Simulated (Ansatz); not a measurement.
## CdS (Greenockite, P6_3mc) under uniaxial strain along c

Wanted: the shifts of the zone-centre modes of CdS (Greenockite, P6_3mc) with strain.

Program: Ansatz 0.2.0. Level of theory: DFT LDA, scalar-relativistic, plane waves, PAW; PAW set soft_1. Results are calculated unless marked as measured.

The database entry behind the starting cell differs from later determinations by our own check (about 0.35 % long), so it need not match the best structure at ambient conditions.

**1. Starting point**

Symmetry: P6_3mc, No. 186, hexagonal system. The conventional cell has a = 4.150 Å, b = 4.150 Å, c = 6.737 Å, α = 90.00°, β = 90.00°, γ = 120.00°. Nearest to S lie 4 Cd at 2.53 to 2.54 Å. Cd has 4 S at 2.53 to 2.54 Å nearest. Farther neighbours and most contacts between anions are not listed.

**2. Bringing the structure to rest**

Harmonic phonons are second derivatives at a point where the forces vanish, and they are wanted at zero stress, so atoms and cell are relaxed first.

Contents of input.yaml:

```yaml
crystal:
  lattice:
    - [4.15, 0.0, 0.0]
    - [-2.075, 3.5940054257, 0.0]
    - [0.0, 0.0, 6.737]
  atoms:
    - { symbol: S, position: [0.33333333, 0.66666667, 0.375] }
    - { symbol: S, position: [0.66666667, 0.33333333, 0.875] }
    - { symbol: Cd, position: [0.33333333, 0.66666667, 0.0] }
    - { symbol: Cd, position: [0.66666667, 0.33333333, 0.5] }
kpoints:
  mp_grid: { grid: [9, 9, 4] }
hamiltonian:
  xc: lda
  pseudopotentials: { kind: paw, azcp: { folder: soft_1 }, xc_functional: pbe }
scf:
  occupations: { method: gaussian, width: 0.02 }
output:
  forces: true
  stress: true
  eigenvalues: true
  write_density: true
  write_potential: true
  elf: true
  volumetric_format: npy
relax:
  adjacent_minimum: "off"
  f_tol: 0.005
  max_steps: 80
  cell: { stress_tol: 0.05 }
```

The run is started by

```console
$ ansatz run input.yaml --threads 8 --pin off --max-ram 16384MiB --backend cpu --events-out ev --progress --plain --runs-dir out
```

Numbers of over 12 decimals in the logs are rounded to 6 here.

The program printed:

```text
Engine: ansatz 0.2.0, aarch64-unknown-linux-gnu
Pseudopotentials: kind: paw
Pseudopotential: S, paw, valence charge 6, recommended cutoff 420 eV (normal), soft_1/S.paw.azcp
Pseudopotential: Cd, paw, valence charge 20, recommended cutoff 420 eV (normal), soft_1/Cd.paw.azcp
Functional definition: SPW92
  exchange = slater_x
  correlation = pw_c
Crystal: 4 atoms, lattice volume = 100.483 Å³
Basis set: ecut = 420 eV, 1973 PW (Γ)
Bands: 32, of which v1, the nominal top of the filled ones, is band 26 counted from 1 (25 counted from 0)
Symmetry: 12 space group operations
Space group: P63mc (ITA 186), of the structure as read, at distance tolerance 4.6e-5 Å
k-points: 36 of 324 (time reversal used)
Non-local potential: S, projectors of the file, l = 0: 2, l = 1: 2, l = 2: 1
Non-local potential: Cd, projectors of the file, l = 0: 3, l = 1: 2, l = 2: 2, l = 3: 1
PAW form: soft (Blöchl's): semilocal exchange-correlation on the pseudo side does not see the compensation charge
PAW frozen core: S, regenerated for the run's functional, and the local potential with it (the file was generated under x = pbe(κ = 0.804, μ = 0.219515), c = pbe(β = 0.066725))
PAW frozen core: Cd, regenerated for the run's functional, and the local potential with it (the file was generated under x = pbe(κ = 0.804, μ = 0.219515), c = pbe(β = 0.066725))
PAW one-centre angular grid: S, 110 points (default); XC on 64 Gauss nodes
PAW one-centre angular grid: Cd, 590 points (default); XC on 64 Gauss nodes
Initial density: superposition of atomic densities (chi_scale 0.1, normalization cell, long waves kept (reshape's long-wave potential 0.00 eV rms))
Initial wavefunctions: pseudopotential atomic-orbital guess
Functional: x = slater, c = lda
SCF iter   1: F=—  HF=-17977.477796 eV  |F-HF|=—  |Δ(HF+E_count)|=         —  Δρ=2.30e-2  dr2=4.37e-1  ethr=3.10e-3  ⟨swp⟩=7.3  Hψ=5159  notcnv=0
preconditioner: auto → Resta (q_TF=auto, 2.445 Å⁻¹)  ε∞=4.6  [insulator: Δε(μ)=1.129 eV  Ē_g=11.655 eV  σ=0.020 eV  W_gap=1.00  n_scr=22 (ndim 8)  ℏωp=22.2 eV  f_vac=0.075  D(μ)=0.00/eV (n_scr^D=0)  ε∞_Penn≈4.6]
SCF iter   2: F=—  HF=-17977.377156 eV  |F-HF|=—  |Δ(HF+E_count)|=   1.01e-1  Δρ=1.17e-2  dr2=1.10e-1  ethr=8.40e-4  ⟨swp⟩=3.0  Hψ=2183  notcnv=0  defer=62
SCF iter   3: F=—  HF=-17977.357505 eV  |F-HF|=—  |Δ(HF+E_count)|=   1.97e-2  Δρ=3.59e-3  dr2=1.23e-2  ethr=2.12e-4  ⟨swp⟩=2.1  Hψ=1405  notcnv=0  defer=62
SCF iter   4: F=—  HF=-17977.355254 eV  |F-HF|=—  |Δ(HF+E_count)|=   2.25e-3  Δρ=7.60e-4  dr2=7.41e-4  ethr=2.36e-5  ⟨swp⟩=2.0  Hψ=1818  notcnv=0  defer=62
SCF iter   5: F=—  HF=-17977.355427 eV  |F-HF|=—  |Δ(HF+E_count)|=   1.73e-4  Δρ=3.20e-4  dr2=1.39e-4  ethr=1.43e-6  ⟨swp⟩=2.8  Hψ=1879  notcnv=0  defer=62
SCF iter   6: F=—  HF=-17977.355485 eV  |F-HF|=—  |Δ(HF+E_count)|=   5.82e-5  Δρ=6.32e-5  dr2=3.31e-6  ethr=2.67e-7  ⟨swp⟩=2.8  Hψ=1737  notcnv=0  defer=62
SCF iter   7: F=—  HF=-17977.355506 eV  |F-HF|=—  |Δ(HF+E_count)|=   2.06e-5  Δρ=9.62e-6  dr2=1.38e-7  ethr=6.37e-9  ⟨swp⟩=2.1  Hψ=1937  notcnv=0  defer=62
SCF iter   8: F=-17977.355506 eV  HF=-17977.355506 eV  |F-HF|=2.48e-9  |Δ(HF+E_count)|=   8.00e-8  Δρ=2.04e-6  dr2=6.12e-9  ethr=1.92e-10  ⟨swp⟩=14.7  Hψ=8201  notcnv=0
SCF 1 converged in 8 iterations: F = -17977.355506 eV  dr2 = 6.12e-9
  greatest PAW one-centre occupation: 1.001 electrons in one spin orbital (limit 2), on the Cd atom at site 2 (counted from 0), in its partial waves of l = 0
relax step   1: F+E_penalty+E_count = -17977.35550604 eV  Δ(F+E_penalty+E_count) = +0.000e0 eV  max|allowed force component| = 6.167e-2 eV/Å  Δτ_max = 0.0000 Å  P = -3.109 GPa  Ω = 100.483 Å³  (8 SCF iters, dr2 threshold 1.00e-7 eV, accepted)
Crystal: 4 atoms, lattice volume = 95.080 Å³
Basis set: ecut = 420 eV, 1811 PW (Γ)
Initial density: handed on by an earlier stage of this run
Initial wavefunctions: those handed on with the density
iter 1 solved again at ethr=8.50e-6 eV; its pass at ethr=3.10e-3 eV (dr2=4.42e-3 eV) is discarded
SCF iter   1: F=—  HF=-17977.410222 eV  |F-HF|=—  |Δ(HF+E_count)|=         —  Δρ=1.94e-3  dr2=4.89e-3  ethr=8.50e-6  ⟨swp⟩=2.4  Hψ=6717  notcnv=0
preconditioner: auto → Resta (q_TF=auto, 2.467 Å⁻¹)  ε∞=4.8  [insulator: Δε(μ)=1.055 eV  Ē_g=11.683 eV  σ=0.020 eV  W_gap=1.00  n_scr=22 (ndim 8)  ℏωp=22.8 eV  f_vac=0.093  D(μ)=0.00/eV (n_scr^D=0)  ε∞_Penn≈4.8]
SCF iter   2: F=—  HF=-17977.408857 eV  |F-HF|=—  |Δ(HF+E_count)|=   1.37e-3  Δρ=8.52e-4  dr2=1.02e-3  ethr=8.50e-6  ⟨swp⟩=2.0  Hψ=1345  notcnv=0
SCF iter   3: F=—  HF=-17977.408612 eV  |F-HF|=—  |Δ(HF+E_count)|=   2.45e-4  Δρ=2.33e-4  dr2=9.11e-5  ethr=1.95e-6  ⟨swp⟩=2.0  Hψ=1626  notcnv=0
SCF iter   4: F=—  HF=-17977.408609 eV  |F-HF|=—  |Δ(HF+E_count)|=   2.63e-6  Δρ=7.32e-5  dr2=7.59e-6  ethr=1.75e-7  ⟨swp⟩=2.7  Hψ=1769  notcnv=0
SCF iter   5: F=—  HF=-17977.408610 eV  |F-HF|=—  |Δ(HF+E_count)|=   1.22e-6  Δρ=3.69e-5  dr2=1.06e-6  ethr=1.46e-8  ⟨swp⟩=2.0  Hψ=2016  notcnv=0
SCF iter   6: F=-17977.408610 eV  HF=-17977.408610 eV  |F-HF|=5.10e-8  |Δ(HF+E_count)|=   1.81e-7  Δρ=1.17e-5  dr2=1.04e-7  ethr=7.69e-10  ⟨swp⟩=11.5  Hψ=9159  notcnv=0
SCF 2 converged in 6 iterations: F = -17977.408610 eV  dr2 = 1.04e-7
relax step   2: F+E_penalty+E_count = -17977.40861010 eV  Δ(F+E_penalty+E_count) = -5.310e-2 eV  max|allowed force component| = 1.556e-2 eV/Å  Δτ_max = 0.0027 Å  P = +0.241 GPa  Ω = 95.080 Å³  energy of the carried Pulay correction = +8.186e-4 eV  (6 SCF iters, dr2 threshold 4.00e-7 eV, accepted)
Crystal: 4 atoms, lattice volume = 95.442 Å³
iter 1 solved again at ethr=8.49e-8 eV; its pass at ethr=3.10e-3 eV (dr2=4.41e-5 eV) is discarded
SCF iter   1: F=—  HF=-17977.408860 eV  |F-HF|=—  |Δ(HF+E_count)|=         —  Δρ=1.46e-4  dr2=2.91e-5  ethr=8.49e-8  ⟨swp⟩=3.0  Hψ=6154  notcnv=0
preconditioner: auto → Resta (q_TF=auto, 2.466 Å⁻¹)  ε∞=4.8  [insulator: Δε(μ)=1.024 eV  Ē_g=11.671 eV  σ=0.020 eV  W_gap=1.00  n_scr=22 (ndim 8)  ℏωp=22.8 eV  f_vac=0.101  D(μ)=0.00/eV (n_scr^D=0)  ε∞_Penn≈4.8]
SCF iter   2: F=—  HF=-17977.408852 eV  |F-HF|=—  |Δ(HF+E_count)|=   8.32e-6  Δρ=5.92e-5  dr2=5.19e-6  ethr=5.59e-8  ⟨swp⟩=2.0  Hψ=1353  notcnv=0
SCF iter   3: F=—  HF=-17977.408850 eV  |F-HF|=—  |Δ(HF+E_count)|=   1.54e-6  Δρ=2.16e-5  dr2=5.45e-7  ethr=9.99e-9  ⟨swp⟩=2.0  Hψ=1446  notcnv=0
SCF iter   4: F=-17977.408850 eV  HF=-17977.408850 eV  |F-HF|=3.18e-8  |Δ(HF+E_count)|=   4.01e-8  Δρ=7.88e-6  dr2=9.39e-8  ethr=5.95e-10  ⟨swp⟩=10.2  Hψ=7903  notcnv=0
SCF 3 converged in 4 iterations: F = -17977.408850 eV  dr2 = 9.39e-8
  greatest PAW one-centre occupation: 1.001 electrons in one spin orbital (limit 2), on the Cd atom at site 3 (counted from 0), in its partial waves of l = 0
relax step   3: F+E_penalty+E_count = -17977.40885034 eV  Δ(F+E_penalty+E_count) = -2.402e-4 eV  max|allowed force component| = 5.860e-3 eV/Å  Δτ_max = 0.0003 Å  P = -0.018 GPa  Ω = 95.442 Å³  energy of the carried Pulay correction = +7.624e-4 eV  (4 SCF iters, dr2 threshold 3.09e-7 eV, accepted)
[...]
relax step   4: F+E_penalty+E_count = -17977.40886219 eV  Δ(F+E_penalty+E_count) = -1.185e-5 eV  max|allowed force component| = 1.351e-4 eV/Å  Δτ_max = 0.0006 Å  P = +0.000 GPa  Ω = 95.417 Å³  energy of the carried Pulay correction = +7.662e-4 eV  (5 SCF iters, dr2 threshold 2.15e-9 eV, accepted)
Initial wavefunctions: pseudopotential atomic-orbital guess (no wavefunctions were taken with the density)
iter 1 solved again at ethr=6.14e-7 eV; its pass at ethr=3.10e-3 eV (dr2=3.19e-4 eV) is discarded
SCF iter   1: F=—  HF=-17977.408130 eV  |F-HF|=—  |Δ(HF+E_count)|=         —  Δρ=6.41e-5  dr2=6.34e-7  ethr=6.14e-7  ⟨swp⟩=3.9  Hψ=8563  notcnv=0
eigensolver tolerance schedule: the retry pair's looser diagonalisation over-reported the residual by 502.61 of it (diagonalisation noise at 0.11 of the residual, at the tolerance the schedule requests for it); recorded, not acted on — ethr = c·dr2/N_el stays at c = 1.0e-1
preconditioner: auto → Resta (q_TF=auto, 2.466 Å⁻¹)  ε∞=4.8  [insulator: Δε(μ)=1.026 eV  Ē_g=11.671 eV  σ=0.020 eV  W_gap=1.00  n_scr=22 (ndim 8)  ℏωp=22.8 eV  f_vac=0.100  D(μ)=0.00/eV (n_scr^D=0)  ε∞_Penn≈4.8]
SCF iter   2: F=—  HF=-17977.408124 eV  |F-HF|=—  |Δ(HF+E_count)|=   5.33e-6  Δρ=3.06e-5  dr2=1.94e-7  ethr=1.22e-9  ⟨swp⟩=2.6  Hψ=2173  notcnv=0
SCF iter   3: F=—  HF=-17977.408124 eV  |F-HF|=—  |Δ(HF+E_count)|=   4.82e-8  Δρ=1.22e-5  dr2=2.59e-8  ethr=3.73e-10  ⟨swp⟩=1.6  Hψ=1276  notcnv=0
SCF iter   4: F=—  HF=-17977.408124 eV  |F-HF|=—  |Δ(HF+E_count)|=   6.14e-9  Δρ=5.68e-7  dr2=1.97e-10  ethr=4.98e-11  ⟨swp⟩=2.6  Hψ=2076  notcnv=0
SCF iter   5: F=-17977.408124 eV  HF=-17977.408124 eV  |F-HF|=0.00e0  |Δ(HF+E_count)|=  1.20e-10  Δρ=1.08e-7  dr2=9.35e-12  ethr=1.00e-12  ⟨swp⟩=6.9  Hψ=5507  notcnv=0
SCF 5 converged in 5 iterations: F = -17977.408124 eV  dr2 = 9.35e-12
relax step   5: F+E_penalty+E_count = -17977.40812436 eV  Δ(F+E_penalty+E_count) = +7.378e-4 eV  max|allowed force component| = 1.359e-4 eV/Å  Δτ_max = 0.0000 Å  P = -0.002 GPa  Ω = 95.417 Å³  stress off target by 2.27e-3 GPa  SCF on the basis re-selected at this cell (its energy is not comparable with the rows above)  (5 SCF iters)
basis re-selected at this cell: Δ(F+E_penalty+E_count) = +7.378e-4 eV, ΔP = -0.002 GPa vs the last step (what re-selecting the basis moved, of the pressure what is left beyond the Pulay correction that the steps carried, after the strain that the cell walked since its last selection, with what the two solves' SCF thresholds leave and, on support functions, any second-order correction that the steps lacked; it is no measure of the basis error at this ecutwfc). The dense FFT grid was sized anew with the basis: this SCF ran on 30×30×45 points, the steps before it on 30×30×48, so part of this shift can come from that change (see relax.cell in the input reference). [rest of the remark cut]
SCF converged after 5 iterations
Free energy (F): -17977.408124 eV
Harris-Foulkes:  -17977.408124 eV  (|F-HF|=0.00e0)
Internal energy: -17977.408124 eV  (E = F + TS)
E sigma→0 (E₀):  -17977.408124 eV
Fermi energy:    7.709198 eV
--- Per-component energies (eV) ---
  E_band       = -1003.801388
  E_kinetic    = 1095.128001
  E_local      = -7982.303130  (includes V_loc(G=0)·N_el)
  E_nonlocal   = 325.326414
  E_hartree    = 3626.377616
  E_xc         = -488.490985
  E_vxc        = -559.109739  (∫ρ·V_xc dr)
  E_paw        = -9079.153494  (= ΣΔE_a)
  E_vpaw       = -1135.598995  (= ΣTr[D̂ρ^β])
  E_aug_tail   = 0.000583  (compensation charges beyond the density's cutoff)
  E_ewald      = -5476.132662
  E_core_change = 1.839534  (= ΣΔE_core)
  E_smearing   = -0.000000  (= −TS)
  E_closure    = -0.000000  (closes the sum)
  Σ components = -17977.408124   (vs F -17977.408124, Δ=0.00e0)
--- Forces (eV/Å), atoms counted from 1 ---
  atom   1  S     -0.00000000     0.00000000     0.00013599
  atom   2  S      0.00000000     0.00000000     0.00013599
  atom   3  Cd    -0.00000000    -0.00000000    -0.00013589
  atom   4  Cd    -0.00000000     0.00000000    -0.00013589
  max |Σ_I F_I| component: 2.04e-7 eV/Å
--- Stress (GPa, compression-positive) ---
       -0.001529      -0.000000      -0.000000
        0.000000      -0.001529      -0.000000
       -0.000000      -0.000000      -0.002272
  P = ⅓ Tr σ = -0.0018 GPa (-0.018 kbar)
--- Band table (eV; the first three rows and the last of 36) ---
  k-point 0: bands = [... 22 lower, 6.3625, 7.1344, 7.1960, 7.1960, 8.2222, 9.8052, 13.4642, 13.4642, ... 2 higher]
  k-point 1: bands = [... 22 lower, 6.4767, 6.4767, 7.0652, 7.0652, 9.1680, 9.8838, 13.2532, 13.5382, ... 2 higher]
  k-point 2: bands = [... 22 lower, 6.7627, 6.7627, 6.7627, 6.7627, 9.9010, 9.9010, 13.1790, 13.1790, ... 2 higher]
  k-point 35: bands = [... 22 lower, 4.5099, 4.5099, 5.9503, 5.9503, 11.4491, 11.4491, 13.0563, 13.0563, ... 2 higher]
--- Relaxed structure (4 steps of the walk, 4 accepted, 1 SCFs on fresh bases) ---
  F+E_penalty+E_count = -17977.40812436 eV   max|allowed force component| = 1.359e-4 eV/Å   (the final SCF, on the basis selected at the relaxed cell)
  cell:  # Å, volume = 95.4172 Å³
    - [4.073844, 0, -2.013014780929304e-17]
    - [-2.036922, 3.528052, 1.0065073904646516e-17]
    - [-3.267874838344807e-17, 0.0, 6.638762]
  atoms:
    - { symbol: S, position: [0.333333, 0.666667, 0.375536] }
    - { symbol: S, position: [0.666667, 0.333333, 0.875536] }
    - { symbol: Cd, position: [0.333333, 0.666667, -0.000535864] }
    - { symbol: Cd, position: [0.666667, 0.333333, 0.499464] }
```

It took 14 s on 8 threads of Arm Neoverse N1, shared host; peak memory 0.49 GiB.

Relaxation path:

```csv
step,energy less that of the first step (eV),largest force component (eV/Å),pressure (GPa),volume (Å³)
1,0.0000,0.0617,-3.11,100.48
2,-0.0531,0.0156,0.24,95.08
3,-0.0533,0.0059,-0.02,95.44
4,-0.0534,0.0001,0.00,95.42
5*,-0.0526,0.0001,0.00,95.42
```

Relaxation steps marked * repeat the geometry before them on a plane-wave basis chosen anew for their cell, so energy and pressure can jump there.

Forces are held to the 12 operations that the run works with; a distortion that breaks them can't arise in this run.

```csv
"conventional cell, symmetrised",before,after,change
a (Å),4.150,4.074,-1.8 %
b (Å),4.150,4.074,-1.8 %
c (Å),6.737,6.639,-1.5 %
volume (Å³/atom),25.12,23.85,-5.0 %
```

The relaxed structure:

```xyz
4
Lattice="4.0738 0.0000 0.0000 -2.0369 3.5281 0.0000 0.0000 0.0000 6.6388" Properties=species:S:1:pos:R:3 pbc="T T T"
S     0.0000    2.3520    2.4931
S     2.0369    1.1760    5.8125
Cd    0.0000    2.3520   -0.0036
Cd    2.0369    1.1760    3.3158
```

This step gave:

```
pressure          : -0.001776 GPa
gap on the k-mesh : 1.026 eV
volume per atom   : 23.85 Å³
```

ELF in the ac plane at fractional y = 0.333, with atoms of S and Cd within 0.2 Å of it. It is the smooth field of the valence electrons, not physical close to the nuclei.

Ten even steps from '_' (0.02) to '@' (0.94), each cell a mean:
```
::........==%%%%##**##%%%%++
--......::++%%%%==..--##%%##
--......--**%%%%..____**%%##
--..__..--**%%%%==::--##%%##
--..____::++##%%%%%%%%%%%%**
..______..--**##%%%%%%##**==
__________..::----====----::
__________......::::::......
..________..::::--------::..
....::::....::--**##**==::..
::--==--::..::==%%@@%%++--..
--++**++--..::--**%%##==::..
==**##**==::..--==++==--::..
++**####++--..::::----::..::
++******++--......::::....::
==++++++==::..............::
::------::..______________..
..........__________________
__......____________________
..............::------::....
............--++**##****==::
..........::++##%%%%%%%%**--
```
Columns run along a (4.1 Å), rows up along c (6.6 Å). Atoms in or near the plane, at fractional coordinates: S at (0.67, 0.88), Cd at (0.67, 0.50).

Electrostatic potential energy in the ac plane at fractional y = 0.333, with atoms of S and Cd within 0.2 Å of it. With pseudopotentials it is smooth inside the atoms' cores, unlike the true potential.

Ten even steps from '_' (-33 eV) to '@' (12 eV), each cell a mean:
```
@@%%%%%%@@@@%%++..__..==%%@@
@@@@@@@@@@@@##::________**%%
@@@@@@@@@@@@**..__::____++%%
@@@@@@@@@@@@##--______..**%%
@@@@@@@@@@@@%%**::..::++%%@@
@@@@@@@@@@@@@@%%##**##%%@@@@
@@@@@@@@@@@@@@@@%%%%%%%%@@@@
@@@@@@@@@@@@@@%%**++**##%%@@
@@@@@@@@@@@@##++------==##%%
@@@@@@@@@@%%**--::..::--++%%
@@@@@@@@@@%%++--..__..::==##
@@@@@@@@@@%%++--::....--++##
@@@@@@@@@@@@##==--::----**%%
@@@@@@@@@@@@%%##++==++**%%@@
@@@@@@@@@@@@@@@@%%##%%%%@@@@
@@@@@@@@@@@@@@@@@@@@@@@@@@@@
@@@@@@@@@@@@@@@@@@@@@@@@@@@@
@@@@@@@@@@@@@@@@@@@@@@@@@@@@
@@@@@@@@@@@@@@@@@@@@@@@@@@@@
@@@@@@@@@@@@@@@@@@@@@@@@@@@@
@@%%%%%%@@@@@@@@@@@@@@@@@@@@
@@%%%%%%@@@@@@%%##**##%%@@@@
```
Columns run along a (4.1 Å; values clipped at the 3rd and 97th percentile), rows up along c (6.6 Å). Atoms in or near the plane, at fractional coordinates: S at (0.67, 0.88), Cd at (0.67, 0.50).

Valence density in the ac plane at fractional y = 0.333, with atoms of S and Cd within 0.2 Å of it. It is the smooth field of the valence electrons, not physical close to the nuclei.

Values in e/Å³, 22 rows by 14 columns, each cell a mean:
```
 0  0  0  0  0  0  0  1  1  1  1  1  1  0
 0  0  0  0  0  0  1  1  1  1  1  1  1  0
 0  0  0  0  0  0  1  1  1  0  1  1  1  0
 0  0  0  0  0  0  1  1  1  1  1  1  1  0
 0  0  0  0  0  0  0  1  1  1  1  1  0  0
 0  0  0  0  0  0  0  0  1  1  1  0  0  0
 0  0  0  0  0  0  0  0  0  0  0  0  0  0
 0  0  0  0  0  0  0  0  1  1  1  0  0  0
 0  0  0  0  0  0  0  1  3  4  3  2  0  0
 0  0  0  0  0  0  1  3 10 15 12  5  1  0
 0  0  0  0  0  0  1  5 16 24 19  8  2  0
 0  0  0  0  0  0  1  4 12 19 15  7  1  0
 0  0  0  0  0  0  1  2  5  8  6  3  1  0
 0  0  0  0  0  0  0  0  1  1  1  1  0  0
 0  0  0  0  0  0  0  0  0  0  0  0  0  0
 0  0  0  0  0  0  0  0  0  0  0  0  0  0
 0  0  0  0  0  0  0  0  0  0  0  0  0  0
 0  0  0  0  0  0  0  0  0  0  0  0  0  0
 0  0  0  0  0  0  0  0  0  0  0  0  0  0
 0  0  0  0  0  0  0  0  0  0  0  0  0  0
 0  0  0  0  0  0  0  0  0  0  0  0  0  0
 0  0  0  0  0  0  0  0  1  1  1  0  0  0
```
Columns run along a (4.1 Å), rows up along c (6.6 Å). Atoms in or near the plane, at fractional coordinates: S at (0.67, 0.88), Cd at (0.67, 0.50).

In this step the volume went from 25.12 to 23.85 Å³/atom.

**3. Tight relaxation**

A first tight relaxation and response on 9×9×4 k points, not shown, drew a warning on the mesh, so the tight relaxation is repeated on 15×15×8 points.

Contents of input.yaml:

```yaml
crystal:
  lattice:
    - [4.0738439916, 0.0, 0.0]
    - [-2.0369219958, 3.5280523877, 0.0]
    - [0.0, 0.0, 6.6387621208]
  atoms:
    - { symbol: S, position: [0.3333333333, 0.6666666667, 0.3755358643] }
    - { symbol: S, position: [0.6666666667, 0.3333333333, 0.8755358643] }
    - { symbol: Cd, position: [0.3333333333, 0.6666666667, -0.0005358643] }
    - { symbol: Cd, position: [0.6666666667, 0.3333333333, 0.4994641357] }
kpoints:
  mp_grid: { grid: [15, 15, 8] }
hamiltonian:
  xc: lda
  pseudopotentials: { kind: paw, azcp: { folder: soft_1 }, xc_functional: pbe }
scf:
  occupations: { method: fixed }
output:
  forces: true
  stress: true
  eigenvalues: true
relax:
  adjacent_minimum: "off"
  f_tol: 0.001
  max_steps: 60
  cell: { stress_tol: 0.01 }
```

The program printed:

```text
[...]
Crystal: 4 atoms, lattice volume = 95.417 Å³
Basis set: ecut = 420 eV, 1811 PW (Γ)
Bands: 32, of which v1, the nominal top of the filled ones, is band 26 counted from 1 (25 counted from 0)
Symmetry: 12 space group operations
[...]
k-points: 135 of 1800 (time reversal used)
[...]
--- Relaxed structure (1 steps of the walk, 1 accepted, 1 SCFs on fresh bases) ---
[...]
cell:  # Å, volume = 95.4172 Å³
    - [4.073844, 0.0, 0.0]
    - [-2.036922, 3.528052, 0.0]
    - [0.0, 0.0, 6.6387621208]
  atoms:
    - { symbol: S, position: [0.333333, 0.666667, 0.3755358643] }
    - { symbol: S, position: [0.666667, 0.333333, 0.8755358643] }
    - { symbol: Cd, position: [0.333333, 0.666667, -0.0005358643] }
    - { symbol: Cd, position: [0.666667, 0.333333, 0.4994641357] }
[key lines of the parts left out:]
SCF converged after 7 iterations
Free energy (F): -17977.408543 eV
Fermi energy:    7.195754 eV
P = ⅓ Tr σ = -0.0005 GPa (-0.005 kbar)
```

The job ended after 19 s (8 threads; peak memory 0.65 GiB).

Little changed from the start: no atom moved by 0.005 Å and no cell edge by 0.1 %.

Numbers from this step:

```
pressure : -5.18e-4 GPa
```

The largest force component left is 0.11 meV/Å and the pressure is -0.001 GPa, within the tolerances set. The cell now holds 23.85 Å³/atom.

[end of part 1 of 3]

[Logs are printed without paths, hosts, clocks, repeated set-up lines and the standing remarks that a program may print on its own settings, such as how far it seeks lower states.]

[Hosts, paths, dates, database ids (printed as entryN), source tags and the programs' standing remarks are cut or masked in the printed files.]
